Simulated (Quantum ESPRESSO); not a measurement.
# Wannier-interpolated electron–phonon scattering in TaN (Fm-3m), part 2 of 2

The plan: phonons and Wannier functions of TaN (Fm-3m), and, if the interpolated phonons are stable, its coupling and resistivity.

Quantum ESPRESSO 7.5; DFT LDA, scalar-relativistic, plane waves, PseudoDojo 0.4.1 norm-conserving pseudopotentials.

So far. Step 2 (Relaxation): The volume ends at 10.19 Å³ an atom, -1.5 % from the start. Step 3 (Ground state): The Fermi level lies at 22.02 eV and the pressure is -0.005 GPa.

### 4. Phonons on the coarse mesh

ph.x gives the dynamical matrices and the changes of the potential on a coarse q mesh, which EPW interpolates.

ph.in

```
phonons
 &inputph
    prefix='x',
    outdir='./tmp',
    tr2_ph=1.0d-14,
    fildyn='x.dyn',
    fildvscf='dvscf',
    ldisp=.true.,
    nq1=3,
    nq2=3,
    nq3=3,
    alpha_mix(1)=0.5,
    amass(1)=180.9479,
    amass(2)=14.007,
 /
```

The run is started by

```console
$ OMP_NUM_THREADS=1 mpirun -n 8 ph.x -nk 8 -in ph.in > ph.out
```

Output:

```text
[banner, memory and clock lines left out]
Program PHONON v.7.5

     ./tmp/x.save/

     IMPORTANT: XC functional enforced from input :
     Exchange-correlation= PW
                           (   1   4   0   0   0   0   0)
     Any further DFT definition will be discarded
     Please, verify this is what you really want

     G-vector sticks info

     Reading collected, re-writing distributed wavefunctions in ./tmp/

     Dynamical matrices for ( 3, 3, 3)  uniform grid of q-points
     (   4 q-points):
       N         xq(1)         xq(2)         xq(3)
       1   0.000000000   0.000000000   0.000000000
       2   0.235702260   0.235702260  -0.235702260
       3   0.471404521  -0.000000000   0.000000000
       4  -0.000000000  -0.471404521   0.471404521

     Number and degeneracy of irreps per q-point
       N         xq(1)         xq(2)         xq(3)   N irreps
       1   0.000000000   0.000000000   0.000000000       2
        3   3
       2   0.235702260   0.235702260  -0.235702260       4
        1   1   2   2
       3   0.471404521  -0.000000000   0.000000000       4
        1   1   2   2
       4  -0.000000000  -0.471404521   0.471404521       6
     No degeneracy

     Saving dvscf to file. Distribute only q points, not irreducible representations.

     Calculation of q =    0.0000000   0.0000000   0.0000000

Possibly too few bands at point    1   0.00000   0.00000   0.00000

     phonons

     bravais-lattice index     =            0
     lattice parameter (alat)  =       5.7948  a.u.
     unit-cell volume          =     137.5934 (a.u.)^3
     number of atoms/cell      =            2
     number of atomic types    =            2
     kinetic-energy cut-off    =      84.0000  Ry
     charge density cut-off    =     336.0000  Ry
     convergence threshold     =      1.0E-14
     beta                      =       0.5000
     number of iterations used =            4
     Exchange-correlation= PW
                           (   1   4   0   0   0   0   0)

     celldm(1)=    5.79479  celldm(2)=    0.00000  celldm(3)=    0.00000
     celldm(4)=    0.00000  celldm(5)=    0.00000  celldm(6)=    0.00000

     crystal axes: (cart. coord. in units of alat)
               a(1) = (  0.0000  0.7071  0.7071 )
               a(2) = (  0.7071  0.0000  0.7071 )
               a(3) = (  0.7071  0.7071  0.0000 )

     reciprocal axes: (cart. coord. in units 2 pi/alat)
               b(1) = ( -0.7071  0.7071  0.7071 )
               b(2) = (  0.7071 -0.7071  0.7071 )
               b(3) = (  0.7071  0.7071 -0.7071 )

     Atoms inside the unit cell:

     Cartesian axes

     site n.  atom      mass           positions (alat units)
        1  Ta    180.9479   tau(    1) = (    0.70711    0.70711    0.70711  )
        2  N      14.0070   tau(    2) = (    0.00000    0.00000    0.00000  )

     Computing dynamical matrix for
                    q = (   0.0000000   0.0000000   0.0000000 )

     49 Sym.Ops. (with q -> -q+G )

     G cutoff =  285.7950  (  14331 G-vectors)     FFT grid: ( 36, 36, 36)

     number of k points=    35  Marzari-Vanderbilt smearing, width (Ry)=  0.0200

     PseudoPot. # 1 for Ta read from file:
     ./pseudo/Ta.upf
     Pseudo is Norm-conserving + core correction, Zval = 13.0
     Using radial grid of 1432 points,  8 beta functions with:
                l(1) =   0
                l(2) =   0
                l(3) =   1
                l(4) =   1
                l(5) =   2
                l(6) =   2
                l(7) =   3
                l(8) =   3

     PseudoPot. # 2 for N  read from file:
     ./pseudo/N.upf
     Pseudo is Norm-conserving + core correction, Zval =  5.0
     Using radial grid of 1058 points,  4 beta functions with:
                l(1) =   0
                l(2) =   0
                l(3) =   1
                l(4) =   1

     Mode symmetry, O_h (m-3m)  point group:

     Atomic displacements:
     There are    2 irreducible representations

     Representation     1      3 modes -  To be done

     Representation     2      3 modes -  To be done

     Alpha used in Ewald sum =   2.8000

     Representation #   1 modes #   1   2   3

     Self-consistent Calculation

     Pert. #  1: Fermi energy shift (Ry) =     1.4648E-25     1.4145E-36
     Pert. #  2: Fermi energy shift (Ry) =     9.4781E-26     3.8399E-37
     Pert. #  3: Fermi energy shift (Ry) =     5.6007E-26     2.6840E-37

      thresh= 1.000E-02 alpha_mix =  0.500 |ddv_scf|^2 =  6.128E-07

     Pert. #  1: Fermi energy shift (Ry) =     9.4781E-26    -4.8979E-40
     Pert. #  2: Fermi energy shift (Ry) =    -2.5419E-25    -1.2245E-39
     Pert. #  3: Fermi energy shift (Ry) =     1.2925E-26    -3.4285E-39

      thresh= 7.828E-05 alpha_mix =  0.500 |ddv_scf|^2 =  2.135E-08

     Pert. #  1: Fermi energy shift (Ry) =     1.3786E-25     4.7640E-40
     Pert. #  2: Fermi energy shift (Ry) =     1.7664E-25     5.5484E-40
     Pert. #  3: Fermi energy shift (Ry) =    -1.9818E-25    -1.1384E-40

      thresh= 1.461E-05 alpha_mix =  0.500 |ddv_scf|^2 =  4.235E-10

     Pert. #  1: Fermi energy shift (Ry) =    -1.7233E-26     1.5306E-40
     Pert. #  2: Fermi energy shift (Ry) =    -3.2312E-25    -3.4438E-41
     Pert. #  3: Fermi energy shift (Ry) =     9.0473E-26     3.0612E-41

      thresh= 2.058E-06 alpha_mix =  0.500 |ddv_scf|^2 =  2.019E-11

     Pert. #  1: Fermi energy shift (Ry) =    -1.0340E-25     1.9132E-41
     Pert. #  2: Fermi energy shift (Ry) =     1.5510E-25     6.1224E-41
     Pert. #  3: Fermi energy shift (Ry) =    -6.8932E-26    -3.0612E-41

      thresh= 4.493E-07 alpha_mix =  0.500 |ddv_scf|^2 =  1.953E-13

     Pert. #  1: Fermi energy shift (Ry) =    -2.2403E-25    -2.3915E-42
[...]
thresh= 4.419E-08 alpha_mix =  0.500 |ddv_scf|^2 =  3.755E-15

     End of self-consistent calculation

     Convergence has been achieved

     Representation #   2 modes #   4   5   6

     Self-consistent Calculation

[...]
thresh= 1.000E-02 alpha_mix =  0.500 |ddv_scf|^2 =  2.055E-06

[...]
thresh= 1.433E-04 alpha_mix =  0.500 |ddv_scf|^2 =  4.543E-08

[...]
thresh= 2.131E-05 alpha_mix =  0.500 |ddv_scf|^2 =  1.367E-09

[...]
thresh= 3.697E-06 alpha_mix =  0.500 |ddv_scf|^2 =  1.198E-11

[...]
Pert. #  2: Fermi energy shift (Ry) =     9.1550E-27     4.7831E-43
     Pert. #  3: Fermi energy shift (Ry) =     5.3314E-26    -1.3154E-42

      thresh= 3.461E-07 alpha_mix =  0.500 |ddv_scf|^2 =  2.582E-13

     Pert. #  1: Fermi energy shift (Ry) =     0.0000E+00     2.5111E-42
[...]
reciprocal axes: (cart. coord. in units 2 pi/alat)
               b(1) = ( -0.707107  0.707107  0.707107 )
               b(2) = (  0.707107 -0.707107  0.707107 )
               b(3) = (  0.707107  0.707107 -0.707107 )

     PseudoPot. # 1 for Ta read from file:
     ./pseudo/Ta.upf
     Pseudo is Norm-conserving + core correction, Zval = 13.0
     Using radial grid of 1432 points,  8 beta functions with:
                l(1) =   0
                l(2) =   0
                l(3) =   1
                l(4) =   1
[...]
PseudoPot. # 2 for N  read from file:
     ./pseudo/N.upf
     Pseudo is Norm-conserving + core correction, Zval =  5.0
     Using radial grid of 1058 points,  4 beta functions with:
[...]
atomic species   valence    mass     pseudopotential
     Ta               13.00   180.94790     Ta( 1.00)
     N                 5.00    14.00700     N ( 1.00)

     48 Sym. Ops., with inversion, found

   Cartesian axes

     site n.     atom                  positions (alat units)
         1        Ta     tau(   1) = (   0.7071068   0.7071068   0.7071068  )
         2        N      tau(   2) = (   0.0000000   0.0000000   0.0000000  )

     number of k points=   450  Marzari-Vanderbilt smearing, width (Ry)=  0.0200

     Number of k-points >= 100: set verbosity='high' to print them.

     Dense  grid:    14331 G-vectors     FFT dimensions: (  36,  36,  36)

     The potential is recalculated from file :
     ./tmp/_ph0/x.q_4/x.save/charge-density

     Starting wfcs are   14 atomic wfcs

     Band Structure Calculation
     Davidson diagonalization with overlap

     ethr =  5.56E-11,  avg # of iterations = 14.6

     End of band structure calculation

     Number of k-points >= 100: set verbosity='high' to print the bands.

     the Fermi energy is    22.0185 ev

     Writing config to output data dir ./tmp/_ph0/x.q_4/x.save/ :
     XML data file

Possibly too few bands at point    1   0.00000   0.00000   0.00000

     phonons

     bravais-lattice index     =            0
     lattice parameter (alat)  =       5.7948  a.u.
     unit-cell volume          =     137.5934 (a.u.)^3
     number of atoms/cell      =            2
     number of atomic types    =            2
     kinetic-energy cut-off    =      84.0000  Ry
     charge density cut-off    =     336.0000  Ry
     convergence threshold     =      1.0E-14
     beta                      =       0.5000
     number of iterations used =            4
     Exchange-correlation= PW
                           (   1   4   0   0   0   0   0)

     celldm(1)=    5.79479  celldm(2)=    0.00000  celldm(3)=    0.00000
     celldm(4)=    0.00000  celldm(5)=    0.00000  celldm(6)=    0.00000

     crystal axes: (cart. coord. in units of alat)
               a(1) = (  0.0000  0.7071  0.7071 )
               a(2) = (  0.7071  0.0000  0.7071 )
               a(3) = (  0.7071  0.7071  0.0000 )

     reciprocal axes: (cart. coord. in units 2 pi/alat)
               b(1) = ( -0.7071  0.7071  0.7071 )
               b(2) = (  0.7071 -0.7071  0.7071 )
               b(3) = (  0.7071  0.7071 -0.7071 )

     Atoms inside the unit cell:

     Cartesian axes

     site n.  atom      mass           positions (alat units)
        1  Ta    180.9479   tau(    1) = (    0.70711    0.70711    0.70711  )
        2  N      14.0070   tau(    2) = (    0.00000    0.00000    0.00000  )

     Computing dynamical matrix for
                    q = (  -0.0000000  -0.4714045   0.4714045 )

      4 Sym.Ops. (no q -> -q+G )

     G cutoff =  285.7950  (  14331 G-vectors)     FFT grid: ( 36, 36, 36)

     number of k points=   450  Marzari-Vanderbilt smearing, width (Ry)=  0.0200

     PseudoPot. # 1 for Ta read from file:
     ./pseudo/Ta.upf
     Pseudo is Norm-conserving + core correction, Zval = 13.0
     Using radial grid of 1432 points,  8 beta functions with:
[...]
l(5) =   2
                l(6) =   2
                l(7) =   3
                l(8) =   3

     PseudoPot. # 2 for N  read from file:
     ./pseudo/N.upf
     Pseudo is Norm-conserving + core correction, Zval =  5.0
     Using radial grid of 1058 points,  4 beta functions with:
                l(1) =   0
                l(2) =   0
                l(3) =   1
                l(4) =   1

     Mode symmetry, C_2v (mm2)  point group:

     Atomic displacements:
     There are    6 irreducible representations

     Representation     1      1 modes -  To be done

     Representation     2      1 modes -  To be done

     Representation     3      1 modes -  To be done

     Representation     4      1 modes -  To be done

     Representation     5      1 modes -  To be done

     Representation     6      1 modes -  To be done

     Alpha used in Ewald sum =   2.8000

     Representation #   1 mode #   1

     Self-consistent Calculation

[...]
End of self-consistent calculation

     Convergence has been achieved

     Representation #   2 mode #   2

     Self-consistent Calculation

[...]
End of self-consistent calculation

     Convergence has been achieved

     Representation #   3 mode #   3

     Self-consistent Calculation

[...]
End of self-consistent calculation

     Convergence has been achieved

     Representation #   4 mode #   4

     Self-consistent Calculation

[...]
End of self-consistent calculation

     Convergence has been achieved

     Representation #   5 mode #   5

     Self-consistent Calculation

[...]
thresh= 5.654E-08 alpha_mix =  0.500 |ddv_scf|^2 =  5.257E-15

     End of self-consistent calculation

     Convergence has been achieved

     Representation #   6 mode #   6

     Self-consistent Calculation

      thresh= 1.000E-02 alpha_mix =  0.500 |ddv_scf|^2 =  1.736E-04

      thresh= 1.317E-03 alpha_mix =  0.500 |ddv_scf|^2 =  1.346E-05

      thresh= 3.669E-04 alpha_mix =  0.500 |ddv_scf|^2 =  3.855E-08

      thresh= 1.963E-05 alpha_mix =  0.500 |ddv_scf|^2 =  7.819E-10

      thresh= 2.796E-06 alpha_mix =  0.500 |ddv_scf|^2 =  1.075E-11

      thresh= 3.279E-07 alpha_mix =  0.500 |ddv_scf|^2 =  8.113E-13

      thresh= 9.007E-08 alpha_mix =  0.500 |ddv_scf|^2 =  8.345E-15

     End of self-consistent calculation

     Convergence has been achieved

     Number of q in the star =   12
     List of q in the star:
          1   0.000000000  -0.471404521   0.471404521
          2   0.000000000   0.471404521   0.471404521
          3  -0.000000000  -0.471404521  -0.471404521
          4   0.471404521   0.471404521   0.000000000
          5  -0.471404521   0.471404521  -0.000000000
          6   0.471404521  -0.471404521   0.000000000
          7  -0.471404521  -0.471404521  -0.000000000
          8  -0.000000000   0.471404521  -0.471404521
          9   0.471404521  -0.000000000  -0.471404521
         10   0.471404521  -0.000000000   0.471404521
         11  -0.471404521   0.000000000  -0.471404521
         12  -0.471404521   0.000000000   0.471404521

     Diagonalizing the dynamical matrix

     q = (   -0.000000000  -0.471404521   0.471404521 )

 **************************************************************************
     freq (    1) =      -4.508917 [THz] =    -150.401277 [cm-1]
     freq (    2) =       2.493767 [THz] =      83.183117 [cm-1]
     freq (    3) =       3.573360 [THz] =     119.194467 [cm-1]
     freq (    4) =      13.512946 [THz] =     450.743355 [cm-1]
     freq (    5) =      17.519249 [THz] =     584.379258 [cm-1]
     freq (    6) =      17.655699 [THz] =     588.930743 [cm-1]
 **************************************************************************

     Mode symmetry, C_2v (mm2)  point group:

     freq (   1-   1) =       -150.4  [cm-1]   --> B_2  D_4  S_4
     freq (   2-   2) =         83.2  [cm-1]   --> B_1  D_3  S_3
     freq (   3-   3) =        119.2  [cm-1]   --> A_1  D_1  S_1
     freq (   4-   4) =        450.7  [cm-1]   --> B_2  D_4  S_4
     freq (   5-   5) =        584.4  [cm-1]   --> A_1  D_1  S_1
     freq (   6-   6) =        588.9  [cm-1]   --> B_1  D_3  S_3
```

Elapsed: 7.5 min, on 8 MPI ranks of Arm Neoverse V1, shared host.

This step gave:

```yaml
lowest_frequency_off_the_zone_centre: -150.4 cm⁻¹
largest_magnitude_of_the_acoustic_modes_at_the_zone_centre_before_the_sum_rule: 3.591 cm⁻¹
```

Frequencies at the irreducible wavevectors:

| q1 | q2 | q3 | star | mode 1 (cm⁻¹) | mode 2 (cm⁻¹) | mode 3 (cm⁻¹) | mode 4 (cm⁻¹) | mode 5 (cm⁻¹) | mode 6 (cm⁻¹) |
| --- | --- | --- | --- | --- | --- | --- | --- | --- | --- |
| 0 | 0 | 0 | 1 | -3.6 | -3.6 | -3.6 | 450.4 | 450.4 | 450.4 |
| 0 | 0 | 0.3333 | 8 | 104.6 | 104.6 | 127.6 | 567.5 | 575.1 | 575.1 |
| 0 | 0.3333 | 0.3333 | 6 | 54.2 | 54.2 | 100.1 | 482.6 | 482.6 | 601.4 |
| 0 | 0.3333 | -0.3333 | 12 | -150.4 | 83.2 | 119.2 | 450.7 | 584.4 | 588.9 |

A mode is imaginary, 150i cm⁻¹, so the chain stops here. The acoustic modes at the centre lie within 3.6 cm⁻¹ of zero before the sum rule is imposed.

### 5. Summary of results

| Item | Value |
| --- | --- |
| lowest solved frequency off the zone centre | -150 cm⁻¹ |

**Reading.** ph.x finds an imaginary mode at a wavevector of the 3×3×3 mesh, so TaN (Fm-3m) is unstable at this level, on this k mesh and smearing, and no coupling or resistivity was computed.

[The logs of pw.x and epw.x are selected lines.]

[Logs are printed without paths, hosts, clocks, repeated set-up lines and the standing remarks that a program may print on its own settings, such as how far it seeks lower states.]

[Hosts, paths, dates, database ids (printed as entryN), source tags and the programs' standing remarks are cut or masked in the printed files.]
